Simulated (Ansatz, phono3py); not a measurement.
## Phonon transport in SnTe (Fm-3m)

Wanted: κ(T), lifetimes and mean free paths for SnTe.

Calculated with Ansatz 0.2.0; DFT PBEsol, scalar-relativistic, plane waves, PAW.

The database entry behind the starting cell differs from later determinations by our own check (about 0.3 % short), so it need not match the best structure at ambient conditions.

### 1. The structure

It takes space group Fm-3m (No. 225, cubic). The conventional cell has a = 6.302 Å, b = 6.302 Å, c = 6.302 Å, α = 90.00°, β = 90.00°, γ = 90.00°. Nearest to Sn lie 6 Te at 3.15 Å. Nearest to Te lie 6 Sn at 3.15 Å. Farther neighbours and most contacts between anions are not listed.

### 2. Probe on a coarse mesh

A cheap single point shows whether the cell is a metal or an insulator and how far it is from rest; that sets the k-mesh and the occupations of what follows.

File input.yaml:

```yaml
crystal:
  lattice:
    - [0.0, 3.15085, 3.15085]
    - [3.15085, 0.0, 3.15085]
    - [3.15085, 3.15085, 0.0]
  atoms:
    - { symbol: Sn, position: [0.0, 0.0, 0.0] }
    - { symbol: Te, position: [0.5, 0.5, 0.5] }
kpoints:
  mp_grid: { grid: [6, 6, 6] }
hamiltonian:
  xc: pbesol
scf:
  occupations: { method: gaussian, width: 0.1 }
output:
  forces: true
  stress: true
  eigenvalues: true
```

Command:

```sh
$ ansatz run input.yaml --threads 16 --pin off --max-ram 30720MiB --backend cpu --events-out ev --progress --plain --runs-dir out
```

Numbers of over 12 decimals in the logs are rounded to 6 here.

The log of the run:

```text
Engine: ansatz 0.2.0, aarch64-unknown-linux-gnu
Pseudopotentials: kind: paw
Pseudopotential: Sn, paw, valence charge 14, recommended cutoff 420 eV (normal), Sn.paw.azcp
Pseudopotential: Te, paw, valence charge 16, recommended cutoff 420 eV (normal), Te.paw.azcp
Functional definition: PBEsol
  exchange = pbesol_x
  correlation = pbesol_c
Crystal: 2 atoms, lattice volume = 62.562 Å³
Basis set: ecut = 420 eV, 1243 PW (Γ), exchange–correlation on 60×60×60 points (8 copies of the dense FFT grid, shifted against one another)
Bands: 19, of which v1, the nominal top of the filled ones, is band 15 counted from 1 (14 counted from 0)
Symmetry: 48 space group operations
Space group: Fm-3m (ITA 225), of the structure as read, at distance tolerance 4.0e-5 Å
k-points: 16 of 216
Non-local potential: Sn, projectors of the file, l = 0: 2, l = 1: 2, l = 2: 2, l = 3: 2
Non-local potential: Te, projectors of the file, l = 0: 2, l = 1: 2, l = 2: 2, l = 3: 2
PAW form: soft (Blöchl's): semilocal exchange-correlation on the pseudo side does not see the compensation charge
PAW frozen core: Sn, regenerated for the run's functional, and the local potential with it (the file was generated under x = pbe(κ = 0.804, μ = 0.219515), c = pbe(β = 0.066725))
PAW frozen core: Te, regenerated for the run's functional, and the local potential with it (the file was generated under x = pbe(κ = 0.804, μ = 0.219515), c = pbe(β = 0.066725))
PAW one-centre angular grid: Sn, 590 points (default); XC on 64 Gauss nodes
PAW one-centre angular grid: Te, 590 points (default); XC on 64 Gauss nodes
Initial density: superposition of atomic densities (neutral atoms: chi_scale 0, normalization atom), corrected by the library's trained network
Initial wavefunctions: pseudopotential atomic-orbital guess
Functional: x = pbesol(κ = 0.804, μ = 0.123457), c = pbesol(β = 0.046)
SCF iter   1: F=—  HF=-12851.854047 eV  |F-HF|=—  |Δ(HF+E_count)|=         —  Δρ=2.29e-3  dr2=2.88e-3  ethr=1.77e-3  ⟨swp⟩=6.1  Hψ=1555  notcnv=0
preconditioner: auto → none  [insulator: Δε(μ)=0.150 eV  Ē_g=8.647 eV  σ=0.100 eV  W_gap=0.71  n_scr=14 (ndim 8)  ℏωp=14.8 eV  f_vac=0.009  D(μ)=0.24/eV (n_scr^D=0)  ε∞_Penn≈3.9]
SCF iter   2: F=—  HF=-12851.851055 eV  |F-HF|=—  |Δ(HF+E_count)|=   2.99e-3  Δρ=8.71e-4  dr2=4.23e-4  ethr=9.59e-6  ⟨swp⟩=2.0  Hψ=590  notcnv=0
SCF iter   3: F=—  HF=-12851.851062 eV  |F-HF|=—  |Δ(HF+E_count)|=   6.62e-6  Δρ=1.98e-4  dr2=2.23e-5  ethr=1.41e-6  ⟨swp⟩=2.0  Hψ=544  notcnv=0
SCF iter   4: F=—  HF=-12851.851062 eV  |F-HF|=—  |Δ(HF+E_count)|=   9.18e-8  Δρ=1.01e-4  dr2=6.88e-6  ethr=7.42e-8  ⟨swp⟩=2.0  Hψ=545  notcnv=0
SCF iter   5: F=—  HF=-12851.851057 eV  |F-HF|=—  |Δ(HF+E_count)|=   4.49e-6  Δρ=2.39e-5  dr2=3.23e-7  ethr=2.29e-8  ⟨swp⟩=2.0  Hψ=544  notcnv=0
SCF iter   6: F=-12851.851057 eV  HF=-12851.851057 eV  |F-HF|=8.74e-9  |Δ(HF+E_count)|=   2.39e-7  Δρ=3.89e-6  dr2=7.70e-9  ethr=3.33e-10  ⟨swp⟩=6.3  Hψ=1496  notcnv=0
SCF 1 converged in 6 iterations: F = -12851.851057 eV  dr2 = 7.70e-9
  greatest PAW one-centre occupation: 0.998 electrons in one spin orbital (limit 2), on the Te atom at site 1 (counted from 0), in its partial waves of l = 2
SCF converged after 6 iterations
Free energy (F): -12851.851057 eV
Harris-Foulkes:  -12851.851057 eV  (|F-HF|=8.74e-9)
Internal energy: -12851.849787 eV  (E = F + TS)
E sigma→0 (E₀):  -12851.850422 eV
Entropy (-TS):   -0.001270 eV (-0.635 meV/atom)
Fermi energy:    9.547022 eV
--- Per-component energies (eV) ---
  E_band       = -356.859739
  E_kinetic    = 366.707154
  E_local      = -2156.422457  (includes V_loc(G=0)·N_el)
  E_nonlocal   = -338.830183
  E_hartree    = 1351.791700
  E_xc         = -503.485584
  E_vxc        = -201.872594  (∫ρ·V_xc dr)
  E_paw        = -8646.779388  (= ΣΔE_a)
  E_vpaw       = -730.019098  (= ΣTr[D̂ρ^β])
  E_aug_tail   = -0.000159  (compensation charges beyond the density's cutoff)
  E_ewald      = -2925.490525
  E_core_change = 0.659655  (= ΣΔE_core)
  E_smearing   = -0.001270  (= −TS)
  E_closure    = 0.000000  (closes the sum)
  Σ components = -12851.851057   (vs F -12851.851057, Δ=0.00e0)
--- Forces (eV/Å), atoms counted from 1 ---
  atom   1  Sn    -0.00000000     0.00000000     0.00000000
  atom   2  Te     0.00000000    -0.00000000     0.00000000
  max |Σ_I F_I| component: 3.65e-29 eV/Å
--- Stress (GPa, compression-positive) ---
       -0.330062      -0.000000      -0.000000
        0.000000      -0.330062       0.000000
       -0.000000       0.000000      -0.330062
  P = ⅓ Tr σ = -0.3301 GPa (-3.301 kbar)
--- Band table (eV; the first three rows and the last of 16) ---
  k-point 0: bands = [... 11 lower, 4.8062, 7.3960, 7.3960, 7.3960, 12.8593, 12.8593, 12.8593, 14.2682]
  k-point 1: bands = [... 11 lower, 3.6982, 7.4383, 7.4383, 8.1259, 11.8153, 11.8153, 11.8423, 14.2258]
  k-point 2: bands = [... 11 lower, 2.0256, 7.5929, 7.5929, 8.8995, 10.4665, 10.4665, 10.4964, 15.3283]
  k-point 15: bands = [... 11 lower, 2.3153, 4.2820, 5.1669, 7.6366, 11.6259, 12.9200, 14.9037, 15.0923]
```

Wall time 0.6 s (16 threads of Arm Neoverse N1, shared host); peak memory 0.41 GiB; 3.5 s of CPU time.

This step gave:

```
pressure          : -0.3301 GPa
volume per atom   : 31.28 Å³
gap on the k-mesh : 0.1411 eV
```

The start is under -0.33 GPa at this level and looks like an insulator or semiconductor on this mesh.

### 3. Relaxation

Phonons are second derivatives about a minimum, so cell and atoms are relaxed first, inside the symmetry of the start.

input.yaml, the sections that differ from step 2:

```yaml
kpoints:
  mp_grid: { grid: [10, 10, 10] }
scf:
  occupations: { method: gaussian, width: 0.01 }
relax:
  adjacent_minimum: "off"
  f_tol: 0.005
  max_steps: 80
  cell: { stress_tol: 0.05 }
# crystal, hamiltonian, output: as in step 2
```

The log of the run:

```text
[...]
Crystal: 2 atoms, lattice volume = 62.562 Å³
Basis set: ecut = 420 eV, 1243 PW (Γ), exchange–correlation on 60×60×60 points (8 copies of the dense FFT grid, shifted against one another)
Bands: 19, of which v1, the nominal top of the filled ones, is band 15 counted from 1 (14 counted from 0)
Symmetry: 48 space group operations
[...]
k-points: 47 of 1000
[...]
SCF iter   1: F=—  HF=-12851.851751 eV  |F-HF|=—  |Δ(HF+E_count)|=         —  Δρ=2.25e-3  dr2=2.48e-3  ethr=1.77e-3  ⟨swp⟩=6.6  Hψ=4837  notcnv=0
[...]
SCF iter   6: F=-12851.848736 eV  HF=-12851.848736 eV  |F-HF|=2.66e-8  |Δ(HF+E_count)|=   8.36e-7  Δρ=5.59e-6  dr2=1.88e-8  ethr=3.33e-10  ⟨swp⟩=3.7  Hψ=3925  notcnv=0
SCF 1 converged in 6 iterations: F = -12851.848736 eV  dr2 = 1.88e-8
[...]
relax step   1: F+E_penalty+E_count = -12851.84873576 eV  Δ(F+E_penalty+E_count) = +0.000e0 eV  max|allowed force component| = 1.219e-29 eV/Å  Δτ_max = 0.0000 Å  P = -0.305 GPa  Ω = 62.562 Å³  (6 SCF iters, dr2 threshold 1.00e-7 eV, accepted)
Crystal: 2 atoms, lattice volume = 62.008 Å³
[...]
iter 1 solved again at ethr=5.37e-7 eV; its pass at ethr=3.10e-3 eV (dr2=1.61e-4 eV) is discarded
[...]
SCF iter   6: F=-12851.849178 eV  HF=-12851.849178 eV  |F-HF|=1.82e-12  |Δ(HF+E_count)|=  6.00e-11  Δρ=1.03e-7  dr2=3.88e-12  ethr=1.00e-12  ⟨swp⟩=1.0  Hψ=2564  notcnv=0
SCF 2 converged in 6 iterations: F = -12851.849178 eV  dr2 = 3.88e-12
relax step   2: F+E_penalty+E_count = -12851.84917822 eV  Δ(F+E_penalty+E_count) = -4.425e-4 eV  max|allowed force component| = 6.179e-30 eV/Å  Δτ_max = 0.0000 Å  P = +0.113 GPa  Ω = 62.008 Å³  energy of the carried Pulay correction = +1.042e-4 eV  (6 SCF iters, dr2 threshold 2.00e-7 eV, accepted)
Crystal: 2 atoms, lattice volume = 62.157 Å³
[...]
SCF iter   6: F=-12851.849202 eV  HF=-12851.849202 eV  |F-HF|=1.82e-12  |Δ(HF+E_count)|=  1.82e-12  Δρ=2.42e-8  dr2=2.18e-13  ethr=1.00e-12  ⟨swp⟩=1.0  Hψ=1976  notcnv=0
SCF 3 converged in 6 iterations: F = -12851.849202 eV  dr2 = 2.18e-13
relax step   3: F+E_penalty+E_count = -12851.84920178 eV  Δ(F+E_penalty+E_count) = -2.356e-5 eV  max|allowed force component| = 6.337e-29 eV/Å  Δτ_max = 0.0000 Å  P = -0.001 GPa  Ω = 62.157 Å³  energy of the carried Pulay correction = +7.614e-5 eV  (6 SCF iters, dr2 threshold 3.18e-8 eV, accepted)
[...]
SCF iter   1: F=—  HF=-12851.849121 eV  |F-HF|=—  |Δ(HF+E_count)|=         —  Δρ=6.73e-6  dr2=4.09e-9  ethr=1.35e-7  ⟨swp⟩=3.3  Hψ=7327  notcnv=0
eigensolver tolerance schedule: the retry pair's looser diagonalisation over-reported the residual by 9871.99 of it (diagonalisation noise at 0.75 of the residual, at the tolerance the schedule requests for it); recorded, not acted on — ethr = c·dr2/N_el stays at c = 1.0e-1
SCF iter   2: F=—  HF=-12851.849120 eV  |F-HF|=—  |Δ(HF+E_count)|=   9.79e-7  Δρ=3.16e-6  dr2=9.12e-10  ethr=1.36e-11  ⟨swp⟩=3.4  Hψ=2063  notcnv=0
[...]
SCF iter   8: F=-12851.849120 eV  HF=-12851.849120 eV  |F-HF|=3.64e-12  |Δ(HF+E_count)|=  3.64e-12  Δρ=4.86e-11  dr2=1.21e-18  ethr=1.00e-12  ⟨swp⟩=2.5  Hψ=2481  notcnv=0
SCF 4 converged in 8 iterations: F = -12851.849120 eV  dr2 = 1.21e-18
relax step   4: F+E_penalty+E_count = -12851.84911971 eV  Δ(F+E_penalty+E_count) = +8.207e-5 eV  max|allowed force component| = 4.168e-29 eV/Å  Δτ_max = 0.0000 Å  P = -0.001 GPa  Ω = 62.157 Å³  stress off target by 1.19e-3 GPa  SCF on the basis re-selected at this cell (its energy is not comparable with the rows above)  (8 SCF iters)
basis re-selected at this cell: Δ(F+E_penalty+E_count) = +8.207e-5 eV, ΔP = +0.000 GPa vs the last step (what re-selecting the basis moved, of the pressure what is left beyond the Pulay correction that the steps carried, after the strain that the cell walked since its last selection, with what the two solves' SCF thresholds leave and, on support functions, any second-order correction that the steps lacked; it is no m [...]
SCF converged after 8 iterations
Free energy (F): -12851.849120 eV
[...]
Internal energy: -12851.849120 eV  (E = F + TS)
E sigma→0 (E₀):  -12851.849120 eV
Fermi energy:    9.656323 eV
[...]
--- Stress (GPa, compression-positive) ---
       -0.001193      -0.000000      -0.000000
       -0.000000      -0.001193      -0.000000
       -0.000000       0.000000      -0.001193
  P = ⅓ Tr σ = -0.0012 GPa (-0.012 kbar)
--- Band table (eV; the first three rows and the last of 47) ---
  k-point 0: bands = [... 11 lower, 4.9377, 7.4806, 7.4806, 7.4806, 12.9773, 12.9773, 12.9773, 14.3586]
  k-point 1: bands = [... 11 lower, 4.4453, 7.4946, 7.4946, 7.8332, 12.5037, 12.5037, 12.5179, 14.2748]
  k-point 2: bands = [... 11 lower, 3.4541, 7.5440, 7.5440, 8.4182, 11.6218, 11.6218, 11.6629, 14.4196]
  k-point 46: bands = [... 11 lower, 2.2885, 4.4882, 5.0346, 8.2935, 11.0506, 13.4785, 14.8693, 15.2595]
--- Relaxed structure (3 steps of the walk, 3 accepted, 1 SCFs on fresh bases) ---
  F+E_penalty+E_count = -12851.84911971 eV   max|allowed force component| = 4.168e-29 eV/Å   (the final SCF, on the basis selected at the relaxed cell)
  cell:  # Å, volume = 62.1567 Å³
    - [0, 3.144024, 3.144024]
    - [3.144024, 0, 3.144024]
    - [3.144024, 3.144024, 0]
  atoms:
    - { symbol: Sn, position: [0, 0, 0] }
    - { symbol: Te, position: [0.500000, 0.500000, 0.500000] }
```

It took 3.1 s on 16 threads; peak memory 0.52 GiB; 31 s of CPU time.

Relaxation path:

```csv
step,energy less that of the first step (eV),largest force component (eV/Å),pressure (GPa),volume (Å³)
1,0.0000,0.0000,-0.30,62.56
2,-0.0004,0.0000,0.11,62.01
3,-0.0005,0.0000,0.00,62.16
4*,-0.0004,0.0000,0.00,62.16
```

Relaxation steps marked * repeat the geometry before them on a plane-wave basis chosen anew for their cell, so energy and pressure can jump there.

The run keeps the 48 symmetry operations that it works with, so distortions that break them were not tested.

```csv
"conventional cell, symmetrised",before,after,change
a (Å),6.302,6.288,-0.2 %
b (Å),6.302,6.288,-0.2 %
c (Å),6.302,6.288,-0.2 %
volume (Å³/atom),31.28,31.08,-0.6 %
```

The relaxed structure:

```cif
data_structure
_symmetry_space_group_name_H-M 'P 1'
_symmetry_Int_Tables_number 1
_cell_length_a 4.4463
_cell_length_b 4.4463
_cell_length_c 4.4463
_cell_angle_alpha 60.000
_cell_angle_beta 60.000
_cell_angle_gamma 60.000
_cell_volume 62.16
loop_
_atom_site_label
_atom_site_type_symbol
_atom_site_fract_x
_atom_site_fract_y
_atom_site_fract_z
_atom_site_occupancy
Sn1 Sn 0.00000 0.00000 0.00000 1
Te2 Te 0.50000 0.50000 0.50000 1
```

Numbers from this step:

```yaml
pressure: -0.001193 GPa
gap_on_the_k_mesh: 0.1602 eV
volume_per_atom: 31.08 Å³
```

The cell shrank by 0.6 % in volume.

### 4. Tight relaxation

The thresholds are tightened for a last relaxation ahead of the phonons, and where mesh or smearing change with them the cell follows.

input.yaml, the sections that differ from step 3:

```yaml
crystal:
  lattice:
    - [0.0, 3.144024258, 3.144024258]
    - [3.144024258, 0.0, 3.144024258]
    - [3.144024258, 3.144024258, 0.0]
  atoms:
    - { symbol: Sn, position: [0.0, 0.0, 0.0] }
    - { symbol: Te, position: [0.5, 0.5, 0.5] }
kpoints:
  mp_grid: { grid: [12, 12, 12] }
relax:
  adjacent_minimum: "off"
  f_tol: 0.001
  max_steps: 60
  cell: { stress_tol: 0.01 }
# hamiltonian, scf, output: as in step 3
```

The log of the run:

```text
[...]
Crystal: 2 atoms, lattice volume = 62.157 Å³
Basis set: ecut = 420 eV, 1243 PW (Γ), exchange–correlation on 60×60×60 points (8 copies of the dense FFT grid, shifted against one another)
Bands: 19, of which v1, the nominal top of the filled ones, is band 15 counted from 1 (14 counted from 0)
Symmetry: 48 space group operations
[...]
k-points: 72 of 1728
[...]
k-point 71: bands = [... 11 lower, 2.2232, 4.7470, 4.7470, 8.8166, 10.4570, 14.2108, 14.2108, 15.7023]
--- Relaxed structure (1 steps of the walk, 1 accepted, 1 SCFs on fresh bases) ---
[...]
cell:  # Å, volume = 62.1567 Å³
    - [0.0, 3.144024258, 3.144024258]
    - [3.144024258, 0.0, 3.144024258]
    - [3.144024258, 3.144024258, 0.0]
  atoms:
    - { symbol: Sn, position: [0.0, 0.0, 0.0] }
    - { symbol: Te, position: [0.5, 0.5, 0.5] }
[key lines of the parts left out:]
SCF converged after 9 iterations
Free energy (F): -12851.849309 eV
Fermi energy:    9.656992 eV
P = ⅓ Tr σ = 0.0064 GPa (0.064 kbar)
```

Elapsed: 2.3 s, on 16 threads; peak memory 0.56 GiB; 24 s of CPU time.

Little changed from the start: no atom moved by 0.005 Å and no cell edge by 0.1 %.

This step gave:

* pressure: 0.006389 GPa
* gap on the k-mesh: 0.1603 eV

The residual pressure is 0.0064 GPa, small enough for phonons.

### 5. A faulty attempt

This input was changed on purpose, to see how the program answers.

input.yaml, the sections that differ from step 4:

```yaml
kpoints:
  mp_grid: { grid: [8, 8, 8] }
scf:
  occupations: { method: gaussian, width: 0.01 }
  max_iter: 50
output:
  eigenvalues: true
phonons:
  supercell: [2, 2, 2]
  dielectric: false
  third_order: { supercell: [2, 2, 2], pair_cutoff: 5.9 }
  lattice_thermal_conductivity:
    qmesh: [9, 9, 9]
    temperatures: [300]
    isotope_mass_variance:
      - { species: Sn, variance: 0.0003341 }
      - { species: Te, variance: 0.0002839 }
# crystal, hamiltonian: as in step 4
# relax: removed
```

The log of the run:

```text
Error: invalid value for `phonons.third_order.pair_cutoff`: 5.900 Å is not below 4.446 Å, half the shortest translation of the third-order supercell, so a pair of sites would have two images within it; lower pair_cutoff or enlarge phonons.third_order.supercell
```

It took 0.17 s on 16 threads; peak memory 0.1 GiB.

The program refused the input before any cycle.

The program's message: “Error: invalid value for `phonons.third_order.pair_cutoff`: 5.900 Å is not below 4.446 Å, half the shortest translation of the third-order supercell, so a pair of sites would have two images within it …”

The fault put into the input: a pair cutoff beyond half of the supercell.

(Part 1 of 2 ends here.)

[Logs are printed without paths, hosts, clocks, repeated set-up lines and the standing remarks that a program may print on its own settings, such as how far it seeks lower states.]

[Hosts, paths, dates, database ids (printed as entryN), source tags and the programs' standing remarks are cut or masked in the printed files.]

[A step with changed settings may run another functional than the one named; its input shows which.]
